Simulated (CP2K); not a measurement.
The C K edge of methyl thiocyanate was computed by TDDFT (CP2K XAS_TDP, aug-cc-pVDZ, TDA) at these levels: PBE, PBEh(45%) and PBEh(45%) + GW2X. The first three lines of C1 (bonded to S and 3 H) with a strength over 0.0015, energy in eV and strength:

```tsv
run	first	second	third
1	289.13 (0.043)	290.94 (0.009)	291.73 (0.023)
2	269.35 (0.009)	270.26 (0.007)	271.12 (0.004)
3	283.09 (0.044)	284.90 (0.009)	285.69 (0.023)
```

**Question.** Which run is which?

Run 1: PBEh(45%) + GW2X (45 % exact exchange). Run 2: PBE (0 % exact exchange). Run 3: PBEh(45%) (45 % exact exchange). Self-interaction lifts the core level, so the uncorrected lines rise with the share of exact exchange. The GW2X run keeps the spacings of its parent: 1.81 eV between the first two lines in run 1, 1.81 eV in run 3. Its shift is +6.04 eV, since the Kohn–Sham level at this share of exchange lies that far above the quasiparticle level.

[Banner, clock and machine lines of the logs are left out without a mark of their own.]

[Logs are printed without paths, hosts, clocks, repeated set-up lines and the standing remarks that a program may print on its own settings, such as how far it seeks lower states.]

[Hosts, paths, dates, database ids (printed as entryN), source tags and the programs' standing remarks are cut or masked in the printed files.]
